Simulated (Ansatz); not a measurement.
# Gate voltage at the highest density: VSi2P4 monolayer

A layer charged from two gates alike needs a voltage that grows with the carrier density; the slope is e over the total capacitance.

How it was computed: Ansatz 0.2.0, plane waves with PAW datasets (its set soft_2), PBEsol-D3(BJ); isolated slab, charged sheets 5 Å from the outer atoms behind model barriers, atoms held, Fermi-Dirac smearing of 0.05 eV. The voltage is that of the gates (their mean) against the layer's Fermi level, from the uncharged case, which has no gap over 0.05 eV.

| run | added electrons (10¹³ per cm²) | gate voltage (V) |
| --- | --- | --- |
| run 1 | 1.00 | 0.37 |
| run 2 | 3.00 | 1.10 |
| run 3 | 10.00 | ? |

Q: Estimate the withheld value from the rows shown.

Two rows fix a line: slope = (1.10 − 0.37) / (3.00 − 1.00) = 0.3650, intercept 0.0050. The capacitance is 1.602/0.3650 = 4.39 µF/cm², against 3.54 µF/cm² for plates 5 Å apart in vacuum on both sides; it is the larger, as where the added charge has its centre outside the outer atoms (not examined here). At 10.00 it gives 0.3650 × 10.00 + 0.0050 = 3.66 V, beyond the rows fitted. Rounding of the rows alone allows about ±0.040 V there; two rows can't show whether the line holds.

The run itself gives 3.63 V: a miss of −0.03 V, or 0.8 % of the value. The capacitance rises a little towards the highest density.

**Limits.** The gates are model sheets, not atoms, and low densities sample few k-points.
